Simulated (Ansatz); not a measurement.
# La3InN (Pm-3m): from the cell to its phonons, part 3 of 3

Aim: the vibrations of La3InN (Pm-3m), their spectra, and whether the structure is stable.

Ansatz 0.2.0; DFT PBEsol, scalar-relativistic, plane waves, PAW; PAW set soft_1.

So far. Step 3 (Tight relaxation): The forces vanish by symmetry and the pressure is 0.000 GPa, within the tolerances set. The cell now holds 25.99 Å³/atom. Step 4 (Modes at Γ): Before it was imposed, the acoustic sum rule was missed by 2.9e-5 eV/Å². Small misses are needed for a sound result but don't prove that mesh and cutoff are converged. The lowest optical mode is real, 79.1 cm⁻¹. The relaxed cell has a = 5.065 Å (conventional setting).

**5. Response at finite wavevector (continued)**

Harmonic mean-square displacement, third of the trace. Interpolated from a 2×2×2 q mesh. Mean square displacements, by row:

| T (K) | La1 U_eq (Å²) | La2 U_eq (Å²) | La3 U_eq (Å²) | In4 U_eq (Å²) | N5 U_eq (Å²) |
| --- | --- | --- | --- | --- | --- |
| 0 | 0.00151 | 0.00151 | 0.00151 | 0.00178 | 0.00406 |
| 100 | 0.00339 | 0.00339 | 0.00339 | 0.00368 | 0.00473 |
| 300 | 0.00942 | 0.00942 | 0.00942 | 0.01014 | 0.00847 |
| 600 | 0.01869 | 0.01869 | 0.01869 | 0.02011 | 0.01556 |

Symmetry leaves 4 wavevectors to solve. The lowest mode among them, the acoustic zeros apart, lies at q = (-0.5, -0.5, -0.5) and is real, 38.5 cm⁻¹.

**6. Isotope substitution, element In, natural mass 114.818 amu**

An isotope changes the mass and not the force constants, so no new electronic calculation is needed; the shifts show which modes move this element.

The same force constants with the mass of In changed from 114.818 to 112.904 u (phonopy, no LO-TO term). Both lists are sorted by frequency; levels can cross, so a row need not hold one and the same mode. Modes under 3 cm⁻¹ are left out. Isotope shifts, by row, the first 40 of 57 rows:

| q | rank | natural mass (cm⁻¹) | changed mass (cm⁻¹) |
| --- | --- | --- | --- |
| 0 0 0 | 4 | 79.14 | 79.14 |
| 0 0 0 | 5 | 79.14 | 79.14 |
| 0 0 0 | 6 | 79.14 | 79.14 |
| 0 0 0 | 7 | 87.18 | 87.75 |
| 0 0 0 | 8 | 87.18 | 87.75 |
| 0 0 0 | 9 | 87.18 | 87.75 |
| 0 0 0 | 10 | 136.5 | 136.6 |
| 0 0 0 | 11 | 136.5 | 136.6 |
| 0 0 0 | 12 | 136.5 | 136.6 |
| 0 0 0 | 13 | 315.4 | 315.4 |
| 0 0 0 | 14 | 315.4 | 315.4 |
| 0 0 0 | 15 | 315.4 | 315.4 |
| 0 0 -0.5 | 1 | 62.79 | 62.79 |
| 0 0 -0.5 | 2 | 62.79 | 62.79 |
| 0 0 -0.5 | 3 | 64.95 | 65.22 |
| 0 0 -0.5 | 4 | 64.95 | 65.22 |
| 0 0 -0.5 | 5 | 73.28 | 73.28 |
| 0 0 -0.5 | 6 | 91.49 | 91.49 |
| 0 0 -0.5 | 7 | 93.2 | 93.96 |
| 0 0 -0.5 | 8 | 103.7 | 104.1 |
| 0 0 -0.5 | 9 | 103.7 | 104.1 |
| 0 0 -0.5 | 10 | 122.4 | 122.4 |
| 0 0 -0.5 | 11 | 123.3 | 123.3 |
| 0 0 -0.5 | 12 | 123.3 | 123.3 |
| 0 0 -0.5 | 13 | 274.7 | 274.7 |
| 0 0 -0.5 | 14 | 274.7 | 274.7 |
| 0 0 -0.5 | 15 | 368.9 | 368.9 |
| 0 -0.5 -0.5 | 1 | 43.79 | 43.79 |
| 0 -0.5 -0.5 | 2 | 73.43 | 73.64 |
| 0 -0.5 -0.5 | 3 | 73.43 | 73.64 |
| 0 -0.5 -0.5 | 4 | 81.55 | 81.55 |
| 0 -0.5 -0.5 | 5 | 81.55 | 81.55 |
| 0 -0.5 -0.5 | 6 | 91.05 | 91.05 |
| 0 -0.5 -0.5 | 7 | 91.82 | 92.59 |
| 0 -0.5 -0.5 | 8 | 97.87 | 98.41 |
| 0 -0.5 -0.5 | 9 | 97.87 | 98.41 |
| 0 -0.5 -0.5 | 10 | 102.8 | 102.8 |
| 0 -0.5 -0.5 | 11 | 108.1 | 108.1 |
| 0 -0.5 -0.5 | 12 | 153.9 | 153.9 |
| 0 -0.5 -0.5 | 13 | 250.9 | 250.9 |

A mode of this element alone would shift by +0.84 %. The highest zone-centre frequency without the field goes from 315.4 to 315.4 cm⁻¹ (+0.0 %). The product of the frequency ratios over all optical modes at Γ is 1.020; the product rule, (m/m′)^(3k/2) (M′/M)^(3/2) with k = 1 such atoms and M the mass of the cell, gives 1.020.

**7. Isotope substitution, element N, natural mass 14.007 amu**

The same for N, from 14.01 to 15.00 u.

The same force constants with the mass of N changed from 14.007 to 15.000 u (phonopy, no LO-TO term). Both lists are sorted by frequency; levels can cross, so a row need not hold one and the same mode. Modes under 3 cm⁻¹ are left out. Isotope shifts, by row, the first 40 of 57 rows:

| q | rank | natural mass (cm⁻¹) | changed mass (cm⁻¹) |
| --- | --- | --- | --- |
| 0 0 0 | 4 | 79.14 | 79.14 |
| 0 0 0 | 5 | 79.14 | 79.14 |
| 0 0 0 | 6 | 79.14 | 79.14 |
| 0 0 0 | 7 | 87.18 | 87.16 |
| 0 0 0 | 8 | 87.18 | 87.16 |
| 0 0 0 | 9 | 87.18 | 87.16 |
| 0 0 0 | 10 | 136.5 | 136.5 |
| 0 0 0 | 11 | 136.5 | 136.5 |
| 0 0 0 | 12 | 136.5 | 136.5 |
| 0 0 0 | 13 | 315.4 | 305.1 |
| 0 0 0 | 14 | 315.4 | 305.1 |
| 0 0 0 | 15 | 315.4 | 305.1 |
| 0 0 -0.5 | 1 | 62.79 | 62.72 |
| 0 0 -0.5 | 2 | 62.79 | 62.72 |
| 0 0 -0.5 | 3 | 64.95 | 64.95 |
| 0 0 -0.5 | 4 | 64.95 | 64.95 |
| 0 0 -0.5 | 5 | 73.28 | 73.28 |
| 0 0 -0.5 | 6 | 91.49 | 91.49 |
| 0 0 -0.5 | 7 | 93.2 | 93.2 |
| 0 0 -0.5 | 8 | 103.7 | 103.7 |
| 0 0 -0.5 | 9 | 103.7 | 103.7 |
| 0 0 -0.5 | 10 | 122.4 | 122.4 |
| 0 0 -0.5 | 11 | 123.3 | 123.3 |
| 0 0 -0.5 | 12 | 123.3 | 123.3 |
| 0 0 -0.5 | 13 | 274.7 | 265.9 |
| 0 0 -0.5 | 14 | 274.7 | 265.9 |
| 0 0 -0.5 | 15 | 368.9 | 356.5 |
| 0 -0.5 -0.5 | 1 | 43.79 | 43.79 |
| 0 -0.5 -0.5 | 2 | 73.43 | 73.42 |
| 0 -0.5 -0.5 | 3 | 73.43 | 73.42 |
| 0 -0.5 -0.5 | 4 | 81.55 | 81.55 |
| 0 -0.5 -0.5 | 5 | 81.55 | 81.55 |
| 0 -0.5 -0.5 | 6 | 91.05 | 91.05 |
| 0 -0.5 -0.5 | 7 | 91.82 | 91.82 |
| 0 -0.5 -0.5 | 8 | 97.87 | 97.87 |
| 0 -0.5 -0.5 | 9 | 97.87 | 97.87 |
| 0 -0.5 -0.5 | 10 | 102.8 | 102.8 |
| 0 -0.5 -0.5 | 11 | 108.1 | 107.8 |
| 0 -0.5 -0.5 | 12 | 153.9 | 153.9 |
| 0 -0.5 -0.5 | 13 | 250.9 | 243.1 |

A mode of this element alone would shift by -3.37 %. The highest zone-centre frequency without the field goes from 315.4 to 305.1 cm⁻¹ (-3.3 %). The product of the frequency ratios over all optical modes at Γ is 0.905; the product rule, (m/m′)^(3k/2) (M′/M)^(3/2) with k = 1 such atoms and M the mass of the cell, gives 0.905.

**8. Outcome**

* space group after relaxation (within 0.01 Å): Pm-3m
* volume per atom: 26.0 Å³
* electronic character: no gap on this mesh
* highest optical mode at the zone centre (no LO-TO term): 315 cm⁻¹
* lowest optical zone-centre mode: 79.1 cm⁻¹
* lowest mode on the q mesh (acoustic modes at Γ apart): 38.5 cm⁻¹
* highest frequency on the path or at a solved wavevector: 369 cm⁻¹
* zero-point energy per atom: 25.3 meV
* heat capacity at 300 K: 23.7 J/(mol atoms K)
* vibrational entropy at 300 K: 41.2 J/(mol atoms K)
* Debye temperature (second moment): 308 K
* imaginary modes on the 2×2×2 q mesh: none

The structure is a minimum as far as tested: no mode is imaginary at the 4 irreducible wavevectors of the 2×2×2 mesh, and the softest away from the acoustic zeros lies at 38 cm⁻¹. The optical modes at Γ span 79 to 315 cm⁻¹. The highest mode in this list at Γ, 315.4 cm⁻¹, is mostly motion of N (97 % of the kinetic energy). On the path and the mesh, the widest gap between branches runs from 188 to 251 cm⁻¹. With no gap, or one that is small against the smearing, the frequencies hang on the k mesh and the smearing, most of all near Kohn anomalies. The phonon runs are without spin polarisation, although the cell has an odd electron count. Spin-orbit coupling is left out, which can matter for the heavy elements here. The PAW files were made for PBE and serve the other functionals too. A phonon run warned that its eigensolver left some bands unconverged in a pass. These are harmonic frequencies at zero temperature: anharmonic shifts, linewidths and thermal expansion are left out.

[Hosts, paths, dates, database ids (printed as entryN), source tags and the programs' standing remarks are cut or masked in the printed files.]
